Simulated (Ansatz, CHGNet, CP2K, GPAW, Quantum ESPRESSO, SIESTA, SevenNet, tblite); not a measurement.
**Random packing of 35PbO-65B2O3 (mol %) (67 atoms) in GPAW**

Aim: run random packing of 35PbO-65B2O3 (mol %) (67 atoms) in GPAW and see how near its forces come to a plane-wave reference, and at what cost.

Calculated with GPAW 26.7.0; the method is named at each step.

**1. Starting point**

The cell holds 67 atoms: 6 Pb, 39 O and 22 B. Its edges and angles: a = 9.376 Å, b = 9.376 Å, c = 9.376 Å, α = 90.0°, β = 90.0°, γ = 90.0°. 67 atoms (6 Pb, 39 O, 22 B) packed at random in a cube at 4.24 g/cm³ and pushed apart as soft spheres, cations and anions kept from their own kind; a start for melting by ab initio MD, not an equilibrated structure. Then every atom was moved at random, 0.02 Å r.m.s. a Cartesian component.

The yardstick, on the same geometry:

| Item | Value |
| --- | --- |
| method | Kohn-Sham DFT, PBE, SSSP efficiency 1.3.0 pseudopotentials, plane waves (Quantum ESPRESSO 7.5); sssp-pbe-1.3.0-efficiency, cutoffs 60/480 Ry, Γ point |
| r.m.s. force component | 2.579 eV/Å |
| longest force | 7.518 eV/Å |
| pressure | -15.38 GPa |
| time | 4.7 min on 4 MPI ranks of Arm Neoverse V2, shared host |
| CPU time | 19 min |

**2. PBE, LCAO dzp, h 0.18 Å**

Method: Kohn-Sham DFT, PBE, PAW, atomic orbitals (dzp).

Input file run.py:

```python
import numpy as np
from ase.io import read
from gpaw import GPAW, FermiDirac

atoms = read("structure.xyz")
atoms.calc = GPAW(
    mode="lcao",
    basis="dzp",
    h=0.18,
    xc="PBE",
    kpts={"size": (1, 1, 1), "gamma": True},
    occupations=FermiDirac(0.05),
    maxiter=200,
    symmetry={"point_group": False},
    txt="gpaw.txt",
)
energy = atoms.get_potential_energy(force_consistent=True)
forces = atoms.get_forces()
print(f"energy {energy:.6f} eV")
print("forces (eV/A)")
for i, (a, f) in enumerate(zip(atoms, forces)):
    print(f"{i:4d} {a.symbol:2s} {f[0]:10.5f} {f[1]:10.5f} {f[2]:10.5f}")
print(f"Fermi level {atoms.calc.get_fermi_level():.4f} eV")
for k in range(len(atoms.calc.get_ibz_k_points())):
    for s in range(atoms.calc.get_number_of_spins()):
        e = atoms.calc.get_eigenvalues(kpt=k, spin=s)
        n = np.searchsorted(e, atoms.calc.get_fermi_level())
        print(f"k {k} spin {s} levels about the Fermi level:", np.round(e[max(n - 6, 0):n], 4).tolist(), "|", np.round(e[n:n + 6], 4).tolist())
```

Input file structure.xyz:

```xyz
67
Lattice="9.37580 0.00000 0.00000 0.00000 9.37580 0.00000 0.00000 0.00000 9.37580" Properties=species:S:1:pos:R:3 pbc="T T T"
Pb 6.45552 8.70993 6.94025
Pb 3.95715 5.19710 5.48822
Pb 8.30096 9.30051 1.71146
Pb 5.11422 5.30117 7.95340
Pb 0.70825 3.07667 6.58003
Pb 4.02081 8.73834 9.01989
O 4.12920 3.35504 3.50824
O 5.70864 7.54321 0.52739
O 0.57277 4.14617 4.49363
O 0.37325 0.38225 3.74066
O 2.56344 4.05972 6.50052
O 1.26836 1.81544 2.26454
O 4.13013 7.28509 5.78234
O 2.06596 6.71054 5.09106
O 8.70890 4.84588 6.28563
O 1.45287 0.82226 6.10815
O 8.03994 9.27332 8.21020
O 5.74933 2.85221 7.21627
O 8.63839 2.12831 5.40318
O 8.13257 2.07383 7.89817
O 1.42250 4.16436 0.39275
O 1.77081 6.49734 7.73916
O 7.13864 1.35668 2.78105
O 1.46103 5.30070 2.81330
O 7.87595 7.72257 4.00365
O 4.25943 6.35735 3.42292
O 8.57464 4.17195 1.06359
O 2.92956 0.73094 3.76682
O 3.02491 1.88566 8.26739
O 7.34097 4.26693 3.79907
O 4.66352 9.26085 1.72937
O 9.26704 7.80704 7.05838
O 3.28612 6.06211 0.57980
O 5.33399 2.48159 1.37665
O 2.85868 0.93477 0.94639
O 3.68141 3.94646 9.00921
O 3.76767 0.35384 6.24325
O 6.77289 1.12397 6.00933
O 6.55125 5.82031 5.31730
O 8.35074 7.49895 0.71322
O 0.96805 9.08140 9.33202
O 2.25554 7.88580 1.48644
O 6.74936 5.35780 0.51389
O 7.49023 6.67004 8.15432
O 6.61153 0.41825 0.60502
B 0.25849 6.86327 4.85807
B 8.81616 6.35510 2.82990
B 5.16250 5.22138 1.32255
B 4.35590 1.91594 9.28917
B 0.93683 6.77664 0.30153
B 8.90457 0.15920 6.63882
B 0.52561 5.36333 7.68862
B 5.70330 9.34739 4.18808
B 5.98167 8.32224 2.12831
B 4.66005 2.02170 4.63155
B 7.20755 4.32346 5.69449
[... 7 atom lines left out ...]
B 6.45374 2.16225 0.49354
B 1.30924 9.31148 2.70679
B 8.14457 0.54192 4.25971
B 6.99707 6.74917 0.88526
```

Command:

```sh
> OMP_NUM_THREADS=1 python run.py > output.txt
```

The program printed:

```text
energy -300.754247 eV
forces (eV/A)
   0 Pb   -3.82084   -2.81291    0.06175
   1 Pb   -0.61295    0.26632   -5.40589
   2 Pb    3.27294    0.97406   -1.04949
   3 Pb    1.11508    0.00734    1.13510
   4 Pb    1.43794   -0.13998    1.62884
   5 Pb   -2.15642   -0.79854    0.19098
   6 O    -0.60418   -3.21416    3.67718
   7 O     4.84819   -2.32024    4.26931
   8 O     3.16406   -2.72894   -3.19872
   9 O    -0.73408   -1.91273    2.30298
  10 O     0.75399   -0.07034    0.25199
  11 O     1.14134    2.57114    2.60903
  12 O     0.90697    1.29969    0.60178
  13 O    -5.81967    2.77774   -0.84322
  14 O    -4.70998    3.79642    0.63962
  15 O    -1.21863   -3.92251    2.72159
  16 O     3.52263    1.56561   -2.01280
  17 O     0.41133    1.80634   -0.65385
  18 O    -1.37635   -2.63735   -2.06030
  19 O     3.92241   -0.07882    4.56286
  20 O    -0.86936    0.68480    0.69997
  21 O    -4.78720   -3.22728    2.12479
  22 O     0.70672    3.60244    4.80529
  23 O    -1.44863    0.01022    0.75774
[...]
59 B    -2.41582   -0.51284   -3.43903
  60 B     2.06166    1.35638    2.84485
  61 B    -0.95624    0.68432    2.19877
  62 B     2.65486    2.85599   -0.76723
  63 B    -2.56208   -3.76250    1.83427
  64 B     2.18531    3.63235    0.38856
  65 B     1.28117    1.87451    0.79126
  66 B    -0.19742    1.16825   -3.52604
Fermi level 3.4707 eV
k 0 spin 0 levels about the Fermi level: [3.1973, 3.2684, 3.3504, 3.3619, 3.416, 3.4561] | [3.4738, 3.5465, 3.5662, 3.6164, 3.6598, 3.6755]
```

gpaw.txt:

```text
Input parameters:
  mode=LCAO(),
  basis={'default': 'dzp'},
  h=0.18,
  kpts=MonkhorstPack(size=(1, 1, 1), gamma=True),
  maxiter=200,
  occupations=Occupations(name='fermi-dirac', width=0.05, fixmagmom=False),
  symmetry=Symmetry(point_group=False),
  xc=XC(name='PBE')
Unit cell  # Å
| periodic |        x |        y |        z |  lengths |    angles |
|----------|----------|----------|----------|----------|-----------|
|      yes | 9.375800 | 0.000000 | 0.000000 | 9.375800 | 90.000000 |
|      yes | 0.000000 | 9.375800 | 0.000000 | 9.375800 | 90.000000 |
|      yes | 0.000000 | 0.000000 | 9.375800 | 9.375800 | 90.000000 |
Number of symmetries: 1
Symmetry operations  # r_c * U_cc + t_c -> r_c
|   | kind |            matrix            |
|---|------|------------------------------|
| 0 |  E   |  1, 0, 0,  0, 1, 0,  0, 0, 1 |
BZ-sampling:
  Number of BZ points: 1
  Number of IBZ points: 1
  Monkhorst-Pack size: [1, 1, 1]
  Monkhorst-Pack shift: [0, 0, 0]
[... lines left out ...]
  Fermi-Dirac:
[... lines left out ...]
    Stencil: 6*3+1=19 point O(h^6) finite-difference Laplacian
xc functional:
  name: PBE with 2 nearest neighbor stencil
interpolation: tri-quintic # 5. degree polynomial
Initialization done in: 6.061 s
convergence criteria:
- Maximum [total energy] change in last 3 cyles: 0.0005 eV / valence electron
- Maximum integral of absolute [dens]ity change: 0.0001 electrons / valence electron
- Maximum integral of absolute [eigenst]ate change: 4e-08 eV^2 / valence electron
maximum number of iterations: 200
SCF iterations
|iter     |      energy | eigst |  dens |
|---------|-------------|-------|-------|
|iter:   1| -335.274220 |      c|       |
|iter:   2| -319.237694 |      c| -0.86 |
|iter:   3| -318.858523 |      c| -0.97 |
|iter:   4| -306.485995 |      c| -1.05 |
[...]
|iter:  11| -300.675631 |      c| -1.79 |
|iter:  12| -300.647844 |      c| -2.01 |
|iter:  13| -300.633040c|      c| -2.10 |
|iter:  14| -300.587047c|      c| -2.16 |
|iter:  15| -300.569210c|      c| -2.37 |
[...]
|iter:  32| -300.555629c|      c| -3.70 |
|iter:  33| -300.555600c|      c| -3.94 |
|iter:  34| -300.555590c|      c| -4.16c|
Converged in 34 steps
SCF loop duration: 226.800 s (6.671 s/step)
Energy contributions relative to reference atoms: (reference = -3497968.790409)
Energy contributions:
  Kinetic:          94.793617
  Coulomb:        -134.049226
  Zero:              8.590576
  External:          0.000000
  Xc:             -269.691899
  Entropy:          -0.397315
  Spinorbit:         0.000000
  ----------------------------
  Free energy:    -300.754247
  Extrapolated:   -300.555590
dipole moment: (10.791978, 97.226356, 35.603030)  # |e|*Ang
Fermi level: 3.471
Eigenvalues  # (at kpt = [0.000, 0.000, 0.000])
| band index |      eig [eV] | occ [0-2] |
|------------|---------------|-----------|
|          0 |       -18.799 |     2.000 |
|        ... |               |           |
|        184 |         3.130 |     1.998 |
|        185 |         3.161 |     1.996 |
[...]
|        199 |         3.882 |     0.001 |
|        ... |               |           |
|        234 |         7.312 |     0.000 |
Gap: 0.018 eV
Transition (v -> c):
  (s=0, k=0, n=191, [0.00, 0.00, 0.00]) -> (s=0, k=0, n=192, [0.00, 0.00, 0.00])
No difference between direct/indirect transitions
Force computation time: 14.330  # s
timing:  # [seconds]
  Total:  247.216  # ━━━━━━━━━━━━━━━━━━━━━━━━━━━━━━━━━━━━━━━━━━━━━━━━━━━━━━━━
  Init:     6.060  # ━╸
  SCF:    226.800  # ━━━━━━━━━━━━━━━━━━━━━━━━━━━━━━━━━━━━━━━━━━━━━━━━━━━╸
  Forces:  14.330  # ━━━
```

Wall time 4.1 min (1 thread of Arm Neoverse V2, shared host); peak memory 1.1 GiB.

Banners, paths, timers and routine set-up lines are dropped from the logs unmarked, and long logs keep their key lines alone; longer cuts are marked.

Against the reference:

```
r.m.s. force component                  : 2.505 eV/Å
r.m.s. difference of force components   : 179.8 meV/Å
longest difference of force vectors     : 648.2 meV/Å
force difference over r.m.s. force      : 6.97 %
slope of forces against the reference's : 0.969
correlation of force components         : 0.9979
```

Length of the force difference by element (eV/Å):

```tsv
element	atoms	mean	most
B	22	0.29	0.65
O	39	0.25	0.56
Pb	6	0.35	0.45
```

Local excerpt of 12 atoms (numbers count through the whole input) about O44, which bears the longest force; x, y, z are measured from there.

```tsv
atom	x	y	z	distance (Å)	Fx	Fy	Fz (eV/Å)
O44	0.00	0.00	0.00	0.00	0.73	-3.20	-6.18
B62	0.44	-0.50	-1.28	1.44	-0.96	0.68	2.20
B67	-0.49	0.08	2.11	2.17	-0.20	1.17	-3.53
O40	0.86	0.83	1.93	2.27	-1.07	-5.55	0.60
O43	-0.74	-1.31	1.74	2.30	-3.21	0.10	3.94
O32	1.78	1.14	-1.10	2.38	-0.66	2.55	-4.90
Pb1	-1.03	2.04	-1.21	2.59	-3.82	-2.81	0.06
O8	-1.78	0.87	1.75	2.64	4.85	-2.32	4.27
O17	0.55	2.60	0.06	2.66	3.52	1.57	-2.01
Pb4	-2.38	-1.37	-0.20	2.75	1.12	0.01	1.14
B52	2.41	-1.31	-0.47	2.78	5.41	3.21	2.15
O15	1.22	-1.82	-1.87	2.88	-4.71	3.80	0.64
```

Atoms are counted from 1 here, from 0 in the log.

Forces lie 7.0 % from the reference's, at 0.22 times its CPU time (on 1 against 4 cores).

**3. PBE, grid h 0.2 Å**

Method: Kohn-Sham DFT, PBE, PAW, finite differences on a real-space grid.

run.py: that of step 2 with these lines changed.

```diff
@@ -3,2 +3,3 @@
 from gpaw import GPAW, FermiDirac
+from ase.parallel import parprint as print
 
@@ -6,5 +7,4 @@
 atoms.calc = GPAW(
-    mode="lcao",
-    basis="dzp",
-    h=0.18,
+    mode="fd",
+    h=0.2,
     xc="PBE",
@@ -14,2 +14,3 @@
     symmetry={"point_group": False},
+    nbands=230,
     txt="gpaw.txt",
```

structure.xyz is that of step 2.

Command:

```sh
> OMP_NUM_THREADS=1 mpirun -np 2 gpaw python run.py > output.txt
```

The program printed:

```text
energy -330.149657 eV
forces (eV/A)
   0 Pb   -3.26742   -2.14794    0.05891
   1 Pb   -0.85126    0.68148   -5.01783
   2 Pb    2.62942    0.97048   -1.28171
   3 Pb    0.86718   -0.22311    1.15067
   4 Pb    1.22229    0.04761    1.07481
   5 Pb   -1.99430   -0.67787    0.74792
[...]
64 B     1.90673    3.86262    0.70320
  65 B     1.49125    1.89437    0.69643
  66 B    -0.26209    1.08196   -3.73474
Fermi level 3.4181 eV
k 0 spin 0 levels about the Fermi level: [3.1438, 3.2157, 3.2955, 3.3112, 3.3657, 3.4025] | [3.4193, 3.4941, 3.5146, 3.5648, 3.6108, 3.6245]
```

gpaw.txt:

```text
Input parameters:
  mode=FD(),
  h=0.2,
  kpts=MonkhorstPack(size=(1, 1, 1), gamma=True),
  maxiter=200,
  nbands=230,
  occupations=Occupations(name='fermi-dirac', width=0.05, fixmagmom=False),
[... lines left out ...]
  Converge bands: occupied
[... lines left out ...]
  Fermi-Dirac:
[... lines left out ...]
convergence criteria:
- Maximum [total energy] change in last 3 cyles: 0.0005 eV / valence electron
[... lines left out ...]
Converged in 37 steps
[... lines left out ...]
  Free energy:    -330.149657
[... lines left out ...]
Fermi level: 3.418
[... lines left out ...]
|        ... |               |           |
|        184 |         3.078 |     1.998 |
|        185 |         3.113 |     1.996 |
[...]
|        199 |         3.835 |     0.000 |
|        ... |               |           |
|        229 |         6.930 |     0.000 |
Gap: 0.017 eV
Transition (v -> c):
  (s=0, k=0, n=191, [0.00, 0.00, 0.00]) -> (s=0, k=0, n=192, [0.00, 0.00, 0.00])
No difference between direct/indirect transitions
Force computation time: 2.229  # s
```

The job ended after 3.7 min (2 MPI ranks; peak memory 1.5 GiB).

Numbers from this run, and their distance from the reference:

```yaml
r_m_s_force_component: 2.557 eV/Å
r_m_s_difference_of_force_components: 79.49 meV/Å
longest_difference_of_force_vectors: 413.7 meV/Å
force_difference_over_r_m_s_force: 3.082 %
slope_of_forces_against_the_reference_s: 0.9908
correlation_of_force_components: 0.9996
```

Against the first run (7.0 %), the force difference from the reference is 3.1 %, at 1.8 times the CPU time (on 2 against 1 cores).

The difference per atom is largest on Pb (0.27 eV/Å on average, against 0.10 on O).

**4. PBE, LCAO sz(dzp), h 0.18 Å**

Method: Kohn-Sham DFT, PBE, PAW, atomic orbitals (sz(dzp)).

run.py: that of step 3 with these lines changed.

```diff
@@ -3,3 +3,2 @@
 from gpaw import GPAW, FermiDirac
-from ase.parallel import parprint as print
 
@@ -7,4 +6,5 @@
 atoms.calc = GPAW(
-    mode="fd",
-    h=0.2,
+    mode="lcao",
+    basis="sz(dzp)",
+    h=0.18,
     xc="PBE",
@@ -14,3 +14,2 @@
     symmetry={"point_group": False},
-    nbands=230,
     txt="gpaw.txt",
```

structure.xyz is that of step 3.

Command:

```sh
> OMP_NUM_THREADS=1 python run.py > output.txt
```

The program printed:

```text
energy -260.636007 eV
forces (eV/A)
   0 Pb   -4.79192   -3.90713    0.27112
   1 Pb   -0.68226   -0.58586   -5.99349
   2 Pb    3.65099    0.73203   -1.18975
   3 Pb    1.34717   -0.20717    1.66113
   4 Pb    1.96179   -0.82464    1.99332
   5 Pb   -1.77959   -1.73476    0.37058
[...]
64 B     3.68857    2.49202   -1.40038
  65 B     0.98048    2.11631    1.33623
  66 B     0.98061    1.80770   -2.66798
Fermi level 3.8788 eV
k 0 spin 0 levels about the Fermi level: [3.5935, 3.6661, 3.7654, 3.7854, 3.8269, 3.869] | [3.8839, 3.9387, 3.9753, 4.0202, 4.0272, 4.0817]
```

gpaw.txt:

```text
Input parameters:
  mode=LCAO(),
  basis={'default': 'sz(dzp)'},
  h=0.18,
  kpts=MonkhorstPack(size=(1, 1, 1), gamma=True),
  maxiter=200,
  occupations=Occupations(name='fermi-dirac', width=0.05, fixmagmom=False),
[... lines left out ...]
  Fermi-Dirac:
[... lines left out ...]
convergence criteria:
- Maximum [total energy] change in last 3 cyles: 0.0005 eV / valence electron
[... lines left out ...]
Converged in 35 steps
[... lines left out ...]
  Free energy:    -260.636007
[... lines left out ...]
Fermi level: 3.879
[... lines left out ...]
|        ... |               |           |
|        234 |         7.630 |     0.000 |
Gap: 0.015 eV
Transition (v -> c):
  (s=0, k=0, n=191, [0.00, 0.00, 0.00]) -> (s=0, k=0, n=192, [0.00, 0.00, 0.00])
No difference between direct/indirect transitions
Force computation time: 3.373  # s
timing:  # [seconds]
  Total:  82.593  # ━━━━━━━━━━━━━━━━━━━━━━━━━━━━━━━━━━━━━━━━━━━━━━━━━━━━━━━━━
  Init:    4.685  # ━━━
  SCF:    74.512  # ━━━━━━━━━━━━━━━━━━━━━━━━━━━━━━━━━━━━━━━━━━━━━━━━━━━╸
  Forces:  3.373  # ━━╸
```

The job ended after 84 s (1 thread; peak memory 0.81 GiB).

Compared with the plane-wave run:

* r.m.s. force component: 2.125 eV/Å
* r.m.s. difference of force components: 1185 meV/Å
* longest difference of force vectors: 4480 meV/Å
* force difference over r.m.s. force: 45.94 %
* slope of forces against the reference's: 0.7339
* correlation of force components: 0.8908

This is a coarse setting, run to see what it loses.

Against the first run (7.0 %), the force difference from the reference is 46 %, at 0.34 times the CPU time, with 298 basis functions against 931: the smaller basis costs accuracy.

(Continued in part 2 of 2.)

[Also dropped from logs without a mark: logging warnings of Python, and SIESTA's first energy breakdown and zero terms.]

[Logs are printed without paths, hosts, clocks, repeated set-up lines and the standing remarks that a program may print on its own settings, such as how far it seeks lower states.]

[Hosts, paths, dates, database ids (printed as entryN), source tags and the programs' standing remarks are cut or masked in the printed files.]
